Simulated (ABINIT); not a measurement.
### RbBH4 (F-43m): G0W0 with ABINIT, start to end

The structure is cubic, space group F-43m (No. 216). Conventional cell: a = 6.906 Å, b = 6.906 Å, c = 6.906 Å, α = 90.00°, β = 90.00°, γ = 90.00°. Rb has 12 H at 2.92 Å and 6 B at 3.45 Å nearest. Nearest to B lie 4 H at 1.23 Å and 6 Rb at 3.45 Å. Nearest to H lie 1 B at 1.23 Å and 6 H at 2.00 to 2.88 Å and 3 Rb at 2.92 Å. Farther neighbours, and contacts between anions beyond the nearest, are not listed.

```xyz
6
Lattice="0.0000 3.4532 3.4532 3.4532 0.0000 3.4532 3.4532 3.4532 0.0000" Properties=species:S:1:pos:R:3 pbc="T T T"
Rb    0.0000    0.0000    0.0000
B     3.4532    3.4532    3.4532
H     4.1606    4.1606    4.1606
H     4.1606    2.7459    2.7459
H     2.7459    2.7459    4.1606
H     2.7459    4.1606    2.7459
```

- method: RPA screening on PBEsol, plane waves, norm-conserving pseudopotentials (and 2 further levels or steps)
- program: ABINIT 10.8.3
- settings: cutoff 34 Ha, PseudoDojo scalar-relativistic 0.4.1 standard, norm-conserving, ngkpt (2, 2, 2), nband 41, ecuteps 3.2 Ha, inclvkb 2, shiftk (0, 0, 0), symchi 1, awtr 1, frequency ppm, 2×2×2 k-mesh
- cost: 5 runs, 89 s in all on 4 MPI ranks of Arm Neoverse N1, shared host
- notes: The program’s warnings: nproc spkpt=  >= nkpt= * nsppol=. The cell and positions are those that the Materials Project relaxed with its own functionals (PBE, PBE+U or r2SCAN), kept fixed. Limits: no spin-orbit coupling. The 2×2×2 mesh is coarse for this cell, which bears on the long-range parts of exchange and screening.
- PBEsol gap: 5.91 eV, indirect
- G0W0 gap on the mesh: 8.58 eV
- GW settings: 2×2×2 mesh, 41 bands, screening to 87.1 eV, Godby-Needs plasmon pole
- known limits: short of the basis limit; no spin-orbit coupling; coarse k mesh

G0W0 moves the gap on the mesh from 5.91 eV to 8.58 eV (+2.67 eV), with Z of 0.82 and 0.88 at the edges. Local fields lower the RPA ε∞ on this mesh from 2.67 to 2.33; a Γ-centred mesh this coarse tends to raise both, most where the direct gap is narrow, while a short band sum lowers them.

[Long decimals in the printed logs are rounded to 6 places.]

[Logs are printed without paths, hosts, clocks, repeated set-up lines and the standing remarks that a program may print on its own settings, such as how far it seeks lower states.]

[Paths, hosts, dates, memory and timing lines, banners, echoed tables and standing remarks are left out of the program output; an Ansatz launch command may be rebuilt from the run's recorded settings. Measured values are a selection of at most five: reports struck by readers or far from the other reports are left out. None is set beside runs whose start may be inverted or whose files or cutoffs have a known fault.]

[Runs of the session that timed out or met a known fault of the program may be left out.]

[Hosts, paths, dates, database ids (printed as entryN), source tags and the programs' standing remarks are cut or masked in the printed files.]

[G0W0 gaps are taken among the corrected bands and points alone; a level outside them can change the order at an edge.]

[Where Ansatz stands beside ABINIT at settings called matched, ABINIT's density can come from a denser mesh and the files from another edition; pairs whose starting gaps differed by over 0.03 eV were left out, so agreement reads better than it is.]
